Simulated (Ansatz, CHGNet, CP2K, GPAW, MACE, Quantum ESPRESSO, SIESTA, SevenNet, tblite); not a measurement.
## tblite runs on random packing of 40Si3N4-60SiO2 (mol %) (92 atoms)

Wanted: tblite inputs and outputs for random packing of 40Si3N4-60SiO2 (mol %) (92 atoms), checked against a plane-wave reference.

Method: the method is named at each step, in tblite 0.8.0.

## Step 1: The structure

The cell holds 92 atoms: 36 Si, 32 N and 24 O. Cell: a = 10.618 Å, b = 10.618 Å, c = 10.618 Å, α = 90.0°, β = 90.0°, γ = 90.0°. 92 atoms (36 Si, 32 N, 24 O) packed at random in a cube at 2.56 g/cm³ and pushed apart as soft spheres, cations and anions kept from their own kind; a start for melting by ab initio MD, not an equilibrated structure. Then every atom was moved at random, 0.05 Å r.m.s. a Cartesian component.

The yardstick, on the same geometry:

| Quantity | Value |
| --- | --- |
| method | Kohn-Sham DFT, PBE, SSSP efficiency 1.3.0 pseudopotentials, plane waves (Quantum ESPRESSO 7.5); sssp-pbe-1.3.0-efficiency, cutoffs 60/480 Ry, Γ point |
| r.m.s. force component | 1.612 eV/Å |
| longest force | 5.323 eV/Å |
| pressure | -13.73 GPa |
| time | 9.7 min on 4 MPI ranks of Arm Neoverse V1, shared host |
| CPU time | 39 min |

## Step 2: GFN1-xTB

Method: GFN1-xTB tight binding, diagonalisation.

Input file run.py:

```python
import numpy as np
from ase.io import read
from tblite.ase import TBLite

atoms = read("structure.xyz")
atoms.calc = TBLite(method="GFN1-xTB", electronic_temperature=580, accuracy=1.0, max_iterations=250, mixer_damping=0.4, verbosity=1)
energy = atoms.get_potential_energy()
forces = atoms.get_forces()
print(f"energy {energy:.6f} eV")
print("forces (eV/A)")
for i, (a, f) in enumerate(zip(atoms, forces)):
    print(f"{i:4d} {a.symbol:2s} {f[0]:10.5f} {f[1]:10.5f} {f[2]:10.5f}")
stress = -atoms.get_stress(voigt=False) * 160.21766
print("stress (GPa, compression positive)")
for row in stress:
    print(" ".join(f"{x:10.4f}" for x in row))
print("charges (e)")
print(np.array2string(atoms.get_charges(), precision=4, suppress_small=True, max_line_width=110, threshold=100000))
```

Input file structure.xyz:

```xyz
92
Lattice="10.61780 0.00000 0.00000 0.00000 10.61780 0.00000 0.00000 0.00000 10.61780" Properties=species:S:1:pos:R:3 pbc="T T T"
Si 2.24014 2.99295 0.40454
Si 0.18464 6.63676 0.42429
Si 0.52728 10.55048 7.96781
Si 4.89672 8.68791 4.72577
Si 3.80860 6.38969 9.52045
Si 5.67288 5.00279 6.95901
Si 0.28233 2.69257 8.20883
Si 7.64333 3.07300 7.33159
Si 3.77601 1.32712 6.55033
Si 1.92745 7.68623 2.16327
Si 9.16189 7.72519 1.96578
Si 6.93342 9.49199 1.35674
Si 9.56802 2.90684 10.50791
Si 5.95966 10.25308 8.70670
Si 7.31811 4.47700 0.10278
Si 9.34207 5.27237 9.28187
Si 4.74361 0.48959 0.22340
Si 7.01061 7.00775 8.19354
Si 7.99616 4.30488 2.68163
Si 3.07948 4.47084 2.38539
Si 3.96193 6.73190 6.94075
Si 4.98856 3.83207 9.71274
Si 9.76625 10.18927 10.18576
Si 3.72303 3.88250 4.87506
Si 7.31811 9.17527 5.49046
Si 1.54797 1.55837 5.22587
Si 8.02154 5.09782 5.59685
Si 4.69795 10.35299 2.74555
Si 9.78345 8.07017 8.53161
Si 2.44464 8.74450 5.80114
Si 0.15067 5.84244 7.23423
Si 7.89996 1.19482 5.62287
Si 5.49991 5.22587 3.04816
Si 0.29199 8.21223 4.40957
Si 7.87639 1.24483 9.31967
Si 2.80841 2.95621 8.38275
N 6.35274 1.70140 2.10254
N 3.99091 2.21434 9.39951
N 8.20544 6.38884 1.06964
N 1.63249 5.23245 8.01092
N 5.01606 7.08823 5.68870
N 8.37819 7.40061 9.57057
N 9.46152 9.33963 7.45858
N 0.19526 3.91818 2.79206
N 4.45342 3.18916 1.36279
N 8.87775 1.84251 3.52235
N 2.35630 1.68027 2.03267
N 4.85117 2.52300 4.37931
N 8.80534 10.00229 2.37531
N 1.96482 4.03115 5.89192
N 2.18206 10.23248 6.62880
N 2.45898 6.07105 0.58355
N 4.29893 3.17345 6.75335
N 1.49329 9.42786 9.23706
N 10.45779 1.21648 5.96402
N 1.57876 1.27191 9.26403
[... 32 atom lines left out ...]
O 6.63559 3.43571 5.78734
O 5.26229 1.06571 7.71150
O 0.72647 6.78074 3.15986
O 5.37282 7.72169 0.34359
```

Launch:

```bash
OMP_NUM_THREADS=1 python run.py > output.txt
```

Log:

```text
------------------------------------------------------------
  cycle        total energy    energy error   density error
------------------------------------------------------------
      1     -234.9561282950  -2.3497136E+02   1.0853994E+00
      2     -153.8496465208   8.1106482E+01   1.7750396E+00
      3     -183.7716113607  -2.9921965E+01   9.2253510E-01
      4     -224.2582598773  -4.0486649E+01   8.1201245E-01
      5     -233.7985372143  -9.5402773E+00   7.9227693E-01
      6     -243.4879361839  -9.6893990E+00   6.9080837E-01
      7     -261.8745039563  -1.8386568E+01   4.9585280E-01
      8     -268.3132997917  -6.4387958E+00   3.8023771E-01
      9     -267.5089986755   8.0430112E-01   3.8498263E-01
     10     -267.5034289820   5.5696935E-03   3.6752009E-01
     11     -271.5953020688  -4.0918731E+00   3.0873999E-01
     12     -275.5158720806  -3.9205700E+00   2.3722039E-01
     13     -275.9859209554  -4.7004887E-01   1.8618640E-01
     14     -276.7403488622  -7.5442791E-01   1.6089519E-01
     15     -277.3724423774  -6.3209352E-01   1.3709791E-01
     16     -278.0342394997  -6.6179712E-01   7.5342643E-02
     17     -277.7804515415   2.5378796E-01   9.6380083E-02
     18     -277.9516110098  -1.7115947E-01   8.2996975E-02
     19     -278.1319046901  -1.8029368E-01   6.2495084E-02
     20     -278.2292740002  -9.7369310E-02   5.0778532E-02
     21     -278.3131386889  -8.3864689E-02   3.0487193E-02
     22     -278.3005769201   1.2561769E-02   2.9379437E-02
     23     -278.3267973462  -2.6220426E-02   2.0952494E-02
     24     -278.3508843321  -2.4086986E-02   7.9110809E-03
[...]
33     -278.3540706152  -4.0112902E-05   1.4783232E-03
     34     -278.3541794436  -1.0882841E-04   7.0264709E-04
     35     -278.3542074539  -2.8010276E-05   2.8606898E-04
     36     -278.3542093790  -1.9251019E-06   1.5273009E-04
     37     -278.3542098732  -4.9417770E-07   1.2046367E-04
     38     -278.3542102779  -4.0474919E-07   7.8698748E-05
     39     -278.3542105373  -2.5942791E-07   5.0514770E-05
     40     -278.3542106871  -1.4978878E-07   1.9820089E-05
------------------------------------------------------------
 total:                                   5.620 sec
energy -7574.403879 eV
forces (eV/A)
   0 Si    0.47877   -3.05515    3.66542
   1 Si    1.12883    0.69914   -0.58485
   2 Si    1.46824   -0.77918   -0.18176
   3 Si   -0.50584   -0.61134    0.20552
   4 Si   -0.12018    1.33709    2.58953
   5 Si    0.03705   -3.21854    0.51094
   6 Si   -0.22385   -1.61390    0.09325
   7 Si   -0.41413   -2.89825   -2.61206
   8 Si    2.63421    0.36907    1.41442
   9 Si   -0.33734   -1.09293   -1.60184
  10 Si   -3.36202   -0.47348   -0.56626
  11 Si    0.39190   -0.79307    1.18280
  12 Si    2.42283   -0.38968    3.65138
  13 Si   -1.41127   -0.74928   -1.96998
  14 Si    1.49165    0.22832    0.27796
  15 Si    0.23260    2.05294    2.50975
  16 Si   -0.21786    0.60936   -0.62267
  17 Si    0.61436    2.80961    1.43399
  18 Si   -0.07682    0.80901    0.20135
  19 Si   -0.16655   -0.03400   -1.44953
  20 Si   -4.82414    0.98112   -0.14990
  21 Si    1.24562   -0.98636    4.61090
  22 Si    3.37940    0.89087    2.78882
  23 Si   -0.93091   -0.24806    0.60572
[...]
84 O     0.24977   -2.05133   -3.08160
  85 O     4.08409    2.10480   -0.15023
  86 O     2.71842    1.22341    1.38179
  87 O    -4.45580    0.36308    2.33900
  88 O     1.89833    4.21343    1.19347
  89 O    -2.35672   -1.73692   -2.28587
  90 O     1.76560    4.06302   -0.24746
  91 O    -0.10750   -0.21618   -0.48563
stress (GPa, compression positive)
  -18.9004     0.1362    -1.6665
    0.1362   -17.2128    -0.2887
   -1.6665    -0.2887   -17.4874
charges (e)
[ 0.2871  0.2243  0.3463  0.3674  0.2712  0.503   0.4607  0.3118  0.3871  0.3473  0.2904  0.4302  0.4945
  0.4056  0.2351  0.2724  0.3785  0.3986  0.1588  0.2326  0.3352  0.2874  0.3369  0.1414  0.4802  0.1918
  0.4289  0.1714  0.295   0.2608  0.3063  0.3078  0.335   0.2731  0.4435  0.291  -0.0415 -0.0903 -0.1636
 -0.0802 -0.1725 -0.1963 -0.1456 -0.0979 -0.1923 -0.0871 -0.1556 -0.192   0.0095 -0.134  -0.137  -0.1368
 -0.1496 -0.1151 -0.1522 -0.1954 -0.1312 -0.0569 -0.1196 -0.1579 -0.1043 -0.075  -0.1279 -0.172  -0.0821
 -0.1833 -0.0866 -0.1399 -0.2502 -0.3726 -0.2475 -0.329  -0.3311 -0.251  -0.2783 -0.3983 -0.3506 -0.3106
 -0.3572 -0.2384 -0.2652 -0.3175 -0.369  -0.2905 -0.3883 -0.3229 -0.2282 -0.3671 -0.3101 -0.3407 -0.2974
 -0.4144]
```

The job ended after 6.2 s (1 thread of Arm Neoverse V1, shared host; peak memory 0.13 GiB).

Banners, paths, timers and routine set-up lines are dropped from the logs unmarked, and long logs keep their key lines alone; longer cuts are marked.

Numbers from this run, and their distance from the reference:

```
r.m.s. force component                  : 1.812 eV/Å
r.m.s. difference of force components   : 637 meV/Å
longest difference of force vectors     : 2871 meV/Å
force difference over r.m.s. force      : 39.51 %
slope of forces against the reference's : 1.054
correlation of force components         : 0.9374
pressure                                : -17.87 GPa
pressure difference                     : -4.14 GPa
```

Length of the force difference by element (eV/Å):

| element | atoms | mean | most |
| --- | --- | --- | --- |
| N | 32 | 0.74 | 1.6 |
| O | 24 | 1.0 | 2.9 |
| Si | 36 | 1.2 | 1.9 |

The surroundings of Si31, which bears the longest force, nearest first, numbered as they follow in the input and with coordinates relative to it.

| atom | x | y | z | distance (Å) | Mulliken charge (e) | Fx | Fy | Fz (eV/Å) |
| --- | --- | --- | --- | --- | --- | --- | --- | --- |
| Si31 | 0.00 | 0.00 | 0.00 | 0.00 | 0.31 | 3.72 | 2.83 | -2.84 |
| N64 | -1.66 | 0.21 | 0.43 | 1.73 | -0.17 | 0.51 | -1.97 | 2.21 |
| N40 | 1.48 | -0.61 | 0.78 | 1.78 | -0.08 | -1.15 | -3.23 | -0.18 |
| O88 | 0.70 | 1.62 | 0.58 | 1.86 | -0.37 | -4.46 | 0.36 | 2.34 |
| N62 | -0.81 | 1.47 | -1.47 | 2.23 | -0.07 | 1.74 | -0.74 | -2.04 |
| O86 | 2.11 | 0.74 | -0.97 | 2.44 | -0.32 | 4.08 | 2.10 | -0.15 |
| Si16 | -1.43 | -0.57 | 2.05 | 2.56 | 0.27 | 0.23 | 2.05 | 2.51 |
| N57 | -0.85 | -1.21 | -2.18 | 2.63 | -0.13 | -1.72 | 0.79 | 2.36 |
| Si29 | -0.99 | 2.23 | 1.30 | 2.76 | 0.29 | 0.80 | -0.01 | -0.62 |

Atoms are counted from 1 here, from 0 in the log.

Forces lie 40 % from the reference's, at 0.0027 times its CPU time (on 1 against 4 cores).

## Step 3: Summary of results

```yaml
force_difference_from_the_reference: tblite GFN1-xTB, 40 %
its_cpu_time: 6.2 s
```

Tight binding differs by 40 % (tblite GFN1-xTB); it is another model, with fitted parameters of its own, and the xTB methods hold dispersion. One electronic-structure run takes under half the reference's CPU time: tblite GFN1-xTB, at 40 % in 6.2 s against 39 min; its pressure misses by -4.1 GPa. Periodic xTB results under one method name differ between programs and library versions. The reference's pressure holds the uncorrected Pulay stress of its 60 Ry basis, so small pressure differences, and their order, may be the reference's own error. The reference's pressure of -14 GPa belongs to a cell and atoms that aren't relaxed at this level. The electronic-structure runs sample only Γ, in a cell whose shortest periodic width is 11 Å, which is coarse for a cell with partly filled levels.

[Also dropped from logs without a mark: logging warnings of Python, and SIESTA's first energy breakdown and zero terms.]

[Logs are printed without paths, hosts, clocks, repeated set-up lines and the standing remarks that a program may print on its own settings, such as how far it seeks lower states.]

[Hosts, paths, dates, database ids (printed as entryN), source tags and the programs' standing remarks are cut or masked in the printed files.]
